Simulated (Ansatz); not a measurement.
# TiSi2: optical spectrum from first principles, part 2 of 2

Aim: the dielectric function of TiSi2, and the optical constants that follow from it.

Ansatz 0.2.0; DFT, PBE, plane-wave PAW, default files, scalar-relativistic, independent-particle optical response without local fields.

So far. Step 2 (Ground state and bands): There are states at the Fermi level within the smearing, so the occupations stay smeared and the carriers get a Drude term. The cell is left with a pressure of 1.9 GPa and forces up to 0.20 eV/Å, as it stands unrelaxed at this level.

## Step 3: Spectrum

With the density converged, the vertical transitions are summed over the zone.

This step: DFT, PBE, plane-wave PAW, default files, scalar-relativistic, independent-particle optical response without local fields (Ansatz 0.2.0).

Input file input.yaml:

```yaml
crystal:
  lattice:
    - [1.765105025, -6.759281535, 0.0]
    - [1.765105025, 6.759281535, 0.0]
    - [0.0, 0.0, 3.56517397]
  atoms:
    - { symbol: Ti, position: [0.10311808, 0.89688192, 0.25] }
    - { symbol: Ti, position: [0.89688192, 0.10311808, 0.75] }
    - { symbol: Si, position: [0.75031482, 0.24968518, 0.25] }
    - { symbol: Si, position: [0.24968518, 0.75031482, 0.75] }
    - { symbol: Si, position: [0.44174855, 0.55825145, 0.25] }
    - { symbol: Si, position: [0.55825145, 0.44174855, 0.75] }
kpoints:
  mp_grid: { grid: [7, 7, 6] }
scf:
  occupations: { method: fermi_dirac, width: 0.05 }
hamiltonian:
  xc: pbe
  pseudopotentials: { kind: paw }
output:
  optics:
    e_range: [0, 20]
    de: 0.05
    sigma: 0.1
    drude_damping: 0.03
    nscf_kmesh: { grid: [6, 6, 6] }
    bands: { spectra_wanted_up_to: 20 }
```

Started as:

```sh
ansatz run input.yaml --threads 4 --pin off --max-ram 8192MiB --backend cpu --events-out ev --progress --plain --runs-dir out
```

Standard output:

```text
[...]
Crystal: 6 atoms, lattice volume = 85.071 Å³
Basis set: ecut = 420 eV, 1669 PW (Γ)
Bands: 26, of which v1, the nominal top of the filled ones, is band 20 counted from 1 (19 counted from 0)
Symmetry: 8 space group operations
[...]
k-points: 64 of 294
[...]
SCF iter   1: F=—  HF=-7545.970936 eV  |F-HF|=—  |Δ(HF+E_count)|=         —  Δρ=5.87e-3  dr2=4.49e-2  ethr=1.77e-3  ⟨swp⟩=6.4  Hψ=8453  notcnv=0
[...]
SCF iter   9: F=-7545.965344 eV  HF=-7545.965344 eV  |F-HF|=3.64e-12  |Δ(HF+E_count)|=  1.46e-11  Δρ=8.92e-8  dr2=8.24e-12  ethr=1.00e-12  ⟨swp⟩=3.3  Hψ=3817  notcnv=0
SCF 1 converged in 9 iterations: F = -7545.965344 eV  dr2 = 8.24e-12
[...]
NSCF: frozen V_eff on 52 k-points
WARN: output.optics: on 59 of the rows wanted, those up to 20.000 eV, the energy-loss function is not bounded in the bands left out, and is left empty along some axis. In full: what the bands over the 65 summed would add to eps1, eps2 and the energy-loss function is held between a lower and an upper bound (16 Lanczos steps). eps1, eps2 and their loss function (loss_summed_bands) are given on every row as the summed b [...]
SCF converged after 9 iterations
Free energy (F): -7545.965344 eV
[...]
Internal energy: -7545.951625 eV  (E = F + TS)
E sigma→0 (E₀):  -7545.958484 eV
Entropy (-TS):   -0.013720 eV (-2.287 meV/atom)
Fermi energy:    12.982334 eV
[...]
--- Band table (eV; the first three rows and the last of 64) ---
  k-point 0: bands = [... 16 lower, 10.8121, 10.8701, 10.8944, 13.4345, 13.6804, 13.7888, 13.8608, 14.3287, ... 2 higher]
  k-point 1: bands = [... 16 lower, 10.9166, 11.0189, 11.7962, 12.8950, 13.3120, 13.4848, 14.3938, 14.6748, ... 2 higher]
  k-point 2: bands = [... 16 lower, 11.2148, 11.2350, 12.4582, 13.1440, 13.1940, 13.3169, 14.3881, 14.8299, ... 2 higher]
  k-point 63: bands = [... 16 lower, 10.9093, 10.9093, 12.1265, 12.1265, 13.4514, 13.4514, 14.6411, 14.6411, ... 2 higher]
```

It took 2.4 min on 4 threads of Arm Neoverse V1, shared host; peak memory 1.5 GiB.

Numbers from this step:

```
main peak of the optical conductivity above 1 eV, first axis : 5.165 eV
Drude plasma energy, first axis                              : 3.641 eV
bands summed                                                 : 65
spectra valid up to                                          : 23.57 eV
program's estimate of the k-sum error in Im epsilon          : 0.13 %
electrons in the f-sum                                       : 29.14
```

The Im ε has structure finer than the step of the table below, so its rows give means over 0.5 eV. Peaks (eV: height): E ∥ y 1.45: 35.3, 5.10: 24.9; E ∥ z 3.85: 28.2.

Table of Im ε by photon energy; means over each step:

| photon energy (eV) | E ∥ x | E ∥ y | E ∥ z |
| --- | --- | --- | --- |
| 1.0 | 27.4 | 29.7 | 25.1 |
| 1.5 | 28.7 | 34.3 | 25.9 |
| 2.0 | 25.5 | 30.4 | 20.2 |
| 2.5 | 24.3 | 29.3 | 18.2 |
| 3.0 | 22.2 | 21.9 | 17.7 |
| 3.5 | 21.7 | 17.8 | 23.9 |
| 4.0 | 18.7 | 15.7 | 25.5 |
| 4.5 | 16.5 | 15.9 | 22.5 |
| 5.0 | 16.7 | 22.5 | 19.7 |
| 5.5 | 14.3 | 16.5 | 16.1 |
| 6.0 | 12.3 | 13.1 | 12.8 |
| 6.5 | 8.97 | 11.4 | 9.72 |
| 7.0 | 7.25 | 6.90 | 7.03 |
| 7.5 | 5.39 | 4.26 | 4.61 |
| 8.0 | 4.10 | 3.25 | 3.06 |
| 8.5 | 3.51 | 2.54 | 2.36 |
| 9.0 | 2.34 | 1.95 | 1.82 |
| 9.5 | 1.77 | 1.70 | 1.50 |
| 10.0 | 1.40 | 1.21 | 1.15 |
| 10.5 | 1.06 | 1.03 | 0.894 |
| 11.0 | 0.898 | 0.877 | 0.764 |
| 11.5 | 0.759 | 0.763 | 0.653 |
| 12.0 | 0.665 | 0.616 | 0.544 |
| 12.5 | 0.558 | 0.452 | 0.446 |
| 13.0 | 0.404 | 0.359 | 0.372 |
| 13.5 | 0.326 | 0.282 | 0.307 |
| 14.0 | 0.266 | 0.240 | 0.240 |
| 14.5 | 0.237 | 0.222 | 0.205 |
| 15.0 | 0.200 | 0.191 | 0.177 |
| 15.5 | 0.180 | 0.168 | 0.170 |
| 16.0 | 0.152 | 0.141 | 0.162 |
| 16.5 | 0.138 | 0.129 | 0.143 |

Re ε against photon energy:

| photon energy (eV) | E ∥ x | E ∥ y | E ∥ z |
| --- | --- | --- | --- |
| 0.5 | -39.7 | 22.9 | -26.6 |
| 1.0 | 16.3 | 30.7 | 14.0 |
| 1.5 | 10.6 | 19.5 | 11.6 |
| 2.0 | 8.44 | 13.0 | 8.63 |
| 2.5 | 6.33 | 6.50 | 8.77 |
| 3.0 | 4.97 | -1.72 | 12.6 |
| 3.5 | 2.11 | 1.95 | 9.83 |
| 4.0 | -2.33 | 0.506 | 0.715 |
| 4.5 | -0.712 | 4.16 | -3.18 |
| 5.0 | -2.74 | 1.41 | -4.58 |
| 5.5 | -6.37 | -9.16 | -8.62 |
| 6.0 | -6.88 | -7.13 | -8.63 |
| 6.5 | -7.90 | -9.69 | -9.40 |
| 7.0 | -7.51 | -10.1 | -9.29 |
| 7.5 | -6.50 | -7.98 | -8.01 |
| 8.0 | -6.02 | -6.24 | -6.69 |
| 8.5 | -5.73 | -5.57 | -5.66 |
| 9.0 | -4.93 | -4.57 | -4.67 |
| 9.5 | -4.16 | -4.04 | -4.03 |
| 10.0 | -3.63 | -3.55 | -3.56 |
| 10.5 | -3.10 | -2.91 | -2.98 |
| 11.0 | -2.64 | -2.64 | -2.55 |
| 11.5 | -2.26 | -2.24 | -2.21 |
| 12.0 | -1.97 | -2.04 | -1.93 |
| 12.5 | -1.80 | -1.75 | -1.67 |
| 13.0 | -1.52 | -1.49 | -1.43 |
| 13.5 | -1.29 | -1.26 | -1.23 |
| 14.0 | -1.08 | -1.04 | -1.03 |
| 14.5 | -0.899 | -0.873 | -0.853 |
| 15.0 | -0.742 | -0.725 | -0.688 |
| 15.5 | -0.607 | -0.588 | -0.544 |
| 16.0 | -0.480 | -0.473 | -0.438 |
| 16.5 | -0.368 | -0.360 | -0.339 |
| 17.0 | -0.266 | -0.265 | -0.240 |

Table of loss function −Im 1/ε at q → 0 by energy loss; read off at these points:

| energy loss (eV) | E ∥ x | E ∥ y | E ∥ z |
| --- | --- | --- | --- |
| 0.5 | 0.0119 | 0.0215 | 0.0186 |
| 1.0 | 0.0273 | 0.0162 | 0.0301 |
| 1.5 | 0.0312 | 0.0218 | 0.0317 |
| 2.0 | 0.0355 | 0.0283 | 0.0424 |
| 2.5 | 0.0390 | 0.0330 | 0.0452 |
| 3.0 | 0.0429 | 0.0471 | 0.0383 |
| 3.5 | 0.0446 | 0.0567 | 0.0356 |
| 4.0 | 0.0531 | 0.0645 | 0.0396 |
| 4.5 | 0.0615 | 0.0617 | 0.0428 |
| 5.0 | 0.0591 | 0.0423 | 0.0478 |
| 5.5 | 0.0588 | 0.0475 | 0.0482 |
| 6.0 | 0.0605 | 0.0588 | 0.0536 |
| 6.5 | 0.0627 | 0.0509 | 0.0531 |
| 7.0 | 0.0666 | 0.0454 | 0.0519 |
| 7.5 | 0.0756 | 0.0519 | 0.0545 |
| 8.0 | 0.0759 | 0.0652 | 0.0560 |
| 8.5 | 0.0788 | 0.0673 | 0.0634 |
| 9.0 | 0.0790 | 0.0787 | 0.0729 |
| 9.5 | 0.0857 | 0.0892 | 0.0804 |
| 10.0 | 0.0918 | 0.0838 | 0.0805 |
| 10.5 | 0.0968 | 0.108 | 0.0914 |
| 11.0 | 0.116 | 0.112 | 0.107 |
| 11.5 | 0.134 | 0.137 | 0.122 |
| 12.0 | 0.155 | 0.135 | 0.135 |
| 12.5 | 0.162 | 0.137 | 0.149 |
| 13.0 | 0.164 | 0.153 | 0.170 |
| 13.5 | 0.185 | 0.172 | 0.193 |
| 14.0 | 0.215 | 0.211 | 0.212 |
| 14.5 | 0.277 | 0.272 | 0.267 |
| 15.0 | 0.335 | 0.337 | 0.348 |
| 15.5 | 0.450 | 0.452 | 0.524 |
| 16.0 | 0.599 | 0.580 | 0.749 |
| 16.5 | 0.897 | 0.895 | 1.06 |
| 17.0 | 1.40 | 1.34 | 1.70 |

Refractive index n and extinction k against photon energy:

| photon energy (eV) | n, E ∥ x | k, E ∥ x | n, E ∥ y | k, E ∥ y |
| --- | --- | --- | --- | --- |
| 1 | 4.88 | 2.73 | 6.03 | 2.38 |
| 2 | 4.19 | 3.02 | 4.77 | 3.12 |
| 3 | 3.72 | 2.98 | 3.12 | 3.38 |
| 4 | 2.86 | 3.24 | 2.83 | 2.74 |
| 5 | 2.64 | 3.12 | 3.54 | 3.33 |
| 6 | 1.96 | 3.28 | 1.98 | 3.32 |
| 7 | 1.23 | 3.00 | 0.993 | 3.33 |
| 8 | 0.761 | 2.57 | 0.623 | 2.57 |
| 9 | 0.518 | 2.28 | 0.445 | 2.18 |
| 10 | 0.358 | 1.94 | 0.307 | 1.91 |
| 11 | 0.275 | 1.65 | 0.263 | 1.64 |
| 12 | 0.236 | 1.42 | 0.212 | 1.45 |
| 13 | 0.162 | 1.24 | 0.147 | 1.23 |
| 14 | 0.127 | 1.05 | 0.116 | 1.02 |
| 15 | 0.114 | 0.869 | 0.110 | 0.859 |
| 16 | 0.108 | 0.701 | 0.102 | 0.695 |
| 17 | 0.113 | 0.528 | 0.105 | 0.526 |

Values under 1 per cm are given as 1. The absorption coefficient by photon energy:

| photon energy (eV) | E ∥ x (1/cm) | E ∥ y (1/cm) | E ∥ z (1/cm) |
| --- | --- | --- | --- |
| 0.500 | 3.4e5 | 1.3e5 | 2.8e5 |
| 1.000 | 2.8e5 | 2.4e5 | 2.8e5 |
| 1.500 | 4.7e5 | 4.9e5 | 4.5e5 |
| 2.000 | 6.1e5 | 6.3e5 | 5.2e5 |
| 2.500 | 7.7e5 | 8.6e5 | 6.0e5 |
| 3.000 | 9.1e5 | 1.0e6 | 6.2e5 |
| 3.500 | 1.1e6 | 9.9e5 | 1.0e6 |
| 4.000 | 1.3e6 | 1.1e6 | 1.4e6 |
| 4.500 | 1.3e6 | 1.1e6 | 1.7e6 |
| 5.000 | 1.6e6 | 1.7e6 | 1.8e6 |
| 5.500 | 1.8e6 | 2.1e6 | 2.0e6 |
| 6.000 | 2.0e6 | 2.0e6 | 2.1e6 |
| 6.500 | 2.1e6 | 2.3e6 | 2.2e6 |
| 7.000 | 2.1e6 | 2.4e6 | 2.3e6 |
| 7.500 | 2.1e6 | 2.2e6 | 2.2e6 |
| 8.000 | 2.1e6 | 2.1e6 | 2.1e6 |
| 8.500 | 2.2e6 | 2.1e6 | 2.1e6 |
| 9.000 | 2.1e6 | 2.0e6 | 2.0e6 |
| 9.500 | 2.0e6 | 2.0e6 | 2.0e6 |
| 10.000 | 2.0e6 | 1.9e6 | 1.9e6 |
| 10.500 | 1.9e6 | 1.8e6 | 1.9e6 |
| 11.000 | 1.8e6 | 1.8e6 | 1.8e6 |
| 11.500 | 1.8e6 | 1.8e6 | 1.8e6 |
| 12.000 | 1.7e6 | 1.8e6 | 1.7e6 |
| 12.500 | 1.7e6 | 1.7e6 | 1.7e6 |
| 13.000 | 1.6e6 | 1.6e6 | 1.6e6 |
| 13.500 | 1.6e6 | 1.5e6 | 1.5e6 |
| 14.000 | 1.5e6 | 1.5e6 | 1.4e6 |
| 14.500 | 1.4e6 | 1.4e6 | 1.4e6 |
| 15.000 | 1.3e6 | 1.3e6 | 1.3e6 |
| 15.500 | 1.2e6 | 1.2e6 | 1.2e6 |
| 16.000 | 1.1e6 | 1.1e6 | 1.1e6 |
| 16.500 | 1.0e6 | 1.0e6 | 9.9e5 |
| 17.000 | 9.1e5 | 9.1e5 | 8.7e5 |

Optical constants at common wavelengths, from n + ik = √ε:

| wavelength (nm) | n x | k x | R (%) x | 1/α x | n y | k y | R (%) y | 1/α y |
| --- | --- | --- | --- | --- | --- | --- | --- | --- |
| 1550 | 4.29 | 2.903 | 52.9 | 42 nm | 5.78 | 2.408 | 55.4 | 51 nm |
| 800 | 4.48 | 3.037 | 54.3 | 21 nm | 5.35 | 3.255 | 58.0 | 20 nm |
| 633 | 4.26 | 3.057 | 54.0 | 16 nm | 4.76 | 3.104 | 55.5 | 16 nm |
| 532 | 4.15 | 3.075 | 53.9 | 14 nm | 4.36 | 3.406 | 56.8 | 12 nm |
| 450 | 3.76 | 3.043 | 52.9 | 12 nm | 3.72 | 3.713 | 58.7 | 9.6 nm |
| 365 | 3.55 | 3.060 | 52.8 | 9.5 nm | 3.02 | 2.846 | 50.2 | 10 nm |
| 308 | 2.84 | 3.224 | 54.8 | 7.6 nm | 2.83 | 2.719 | 48.7 | 9.0 nm |

A polished face would reflect 53 % of daylight and look light grey (CIE x = 0.313, y = 0.330 under D65).

## Step 4: What came out

```
gap on the path                                              : 0 eV
main peak of the optical conductivity above 1 eV, first axis : 5.16 eV
Drude plasma energy, first axis                              : 3.64 eV
```

In words: At this level (PBE, independent particles) TiSi2 is a metal with a Drude plasma energy of 3.6 eV along x, 2.3 eV along y and 3.7 eV along z; it reflects 53 % at 550 nm. Along x the bare Drude plasma energy is 3.6 eV; Re ε first rises through zero at 0.68 eV, far lower, because interband transitions screen the carriers. Im ε is 22 there, so the loss peak at that energy is weak. A polished face would reflect 53 % of daylight and look light grey (CIE x = 0.313, y = 0.330 under D65). In the base run ε includes the program's bounded estimate of what the bands above those summed add. The carriers' damping of 0.03 eV is typed, not computed; at 0.8 eV the carriers give 3 % of Im ε, the rest is interband. The Fermi-Dirac width of 0.05 eV acts as an electron temperature of 580 K in the carriers' term.

[Long decimals in the printed logs are rounded to 6 places.]

[Logs are printed without paths, hosts, clocks, repeated set-up lines and the standing remarks that a program may print on its own settings, such as how far it seeks lower states.]

[Hosts, paths, dates, database ids (printed as entryN), source tags and the programs' standing remarks are cut or masked in the printed files.]

[Where the starting crystal was built by hand or by swapping elements, it need not be the compound's stable phase.]

[The count of steps not shown may lack steps that the program refused or didn't finish.]
